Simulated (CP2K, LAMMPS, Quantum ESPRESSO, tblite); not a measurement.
**Other levels on amorphous carbon (150 atoms)**

Density of this cell: 2.92 g/cm³. The cell holds 150 atoms: 150 C. Its edges and angles: a = 10.082 Å, b = 10.082 Å, c = 10.082 Å, α = 90.0°, β = 90.0°, γ = 90.0°. 150 atoms (150 C) placed at random at 2.92 g/cm³, melted at 6000 K for 10 ps at fixed volume with the Tersoff potential (Tersoff, Phys. Rev. B 39, 5566 (1989)). Quenched from 6000 K to 300 K at 100 K/ps and fixed volume, held 5 ps, then minimised at fixed cell.

Geometry: as built.

The reference, a calculation:

| Quantity | Value |
| --- | --- |
| method | Kohn-Sham DFT, PBE, SSSP efficiency 1.3.0 pseudopotentials, plane waves (Quantum ESPRESSO 7.5); sssp-pbe-1.3.0-efficiency, cutoffs 45/360 Ry, Γ point |
| r.m.s. force component | 1.342 eV/Å |
| longest force | 4.721 eV/Å |
| pressure | 2.884 GPa |
| time | 2.6 min on 4 MPI ranks of Arm Neoverse V1, shared host |
| CPU time | 10 min |

Q: Estimate the differences from the reference, the CPU time and the memory of each run.
- CP2K PBE, DZVP-UZH, 225/50 Ry, diagonalisation (CP2K 2026.2; 4 MPI ranks)
- tblite GFN2-xTB (tblite 0.8.0; 1 thread)
- CP2K PBEsol, PBE potentials, DZVP-UZH, 450/50 Ry, diagonalisation (CP2K 2026.2; 4 MPI ranks)
- CP2K PBE, DZVP-UZH, 450/50 Ry, diagonalisation (CP2K 2026.2; 4 MPI ranks)
- CP2K PBE, SZV-MOLOPT-SR, 450/50 Ry, diagonalisation (CP2K 2026.2; 2 threads)

Differences are against the plane-wave reference, forces as r.m.s. over components; share is that over the reference's r.m.s. force, slope the least-squares factor from reference forces to these. Total energies of different programs have different zeros and aren't compared.

```tsv
run	Δ force, r.m.s. (meV/Å)	share (%)	slope	Δ pressure (GPa)	cores	CPU time	memory (GiB)
reference	-	-	-	-	4	10 min	3.7
CP2K PBE, DZVP-UZH, 225/50 Ry, diagonalisation (coarse)	42.8	3.19	1.018	1.96	4	17 min	2.1
tblite GFN2-xTB	282	21.1	1.077	-12.6	1	24 s	0.15
CP2K PBEsol, PBE potentials, DZVP-UZH, 450/50 Ry, diagonalisation	57.0	4.25	1.001	-0.758	4	17 min	3.4
CP2K PBE, DZVP-UZH, 450/50 Ry, diagonalisation	35.9	2.68	1.018	1.96	4	17 min	3.4
CP2K PBE, SZV-MOLOPT-SR, 450/50 Ry, diagonalisation (coarse)	522	38.9	1.353	11.0	2	6.6 min	2.2
```

Rows marked coarse were listed beforehand as settings not expected to be converged; some can still land near the reference.

CPU time is summed over cores on a shared host, where runs went side by side, so it is rough. Symmetry, cutoffs, thresholds, outputs and thread counts weren't matched or tuned between programs; memory under MPI is the largest rank's times the ranks.

The PBE run in local orbitals, coarse settings apart, differs by 2.7 % (CP2K PBE, DZVP-UZH, 450/50 Ry, diagonalisation); basis, grid and potentials can all enter. Tight binding differs by 21 % (tblite GFN2-xTB); it is another model, with fitted parameters of its own, and the xTB methods hold dispersion. Rows with another functional or a dispersion term differ by 4.2 % (CP2K PBEsol, PBE potentials, DZVP-UZH, 450/50 Ry, diagonalisation), which mixes the change of model with differences of basis and potentials, some of them made for another functional. Runs with settings chosen to be coarse differ by 3.2 % (CP2K PBE, DZVP-UZH, 225/50 Ry, diagonalisation) to 39 % (CP2K PBE, SZV-MOLOPT-SR, 450/50 Ry, diagonalisation), their programs' other errors included. Periodic xTB results under one method name differ between programs and library versions. The network of bonds at the start is that of the classical potential that made the cell, and needn't be the one that DFT or experiment would give. The electronic-structure runs sample only Γ, in a cell whose shortest periodic width is 10 Å, which is coarse for a cell with partly filled levels.

[Logs are printed without paths, hosts, clocks, repeated set-up lines and the standing remarks that a program may print on its own settings, such as how far it seeks lower states.]

[Hosts, paths, dates, database ids (printed as entryN), source tags and the programs' standing remarks are cut or masked in the printed files.]
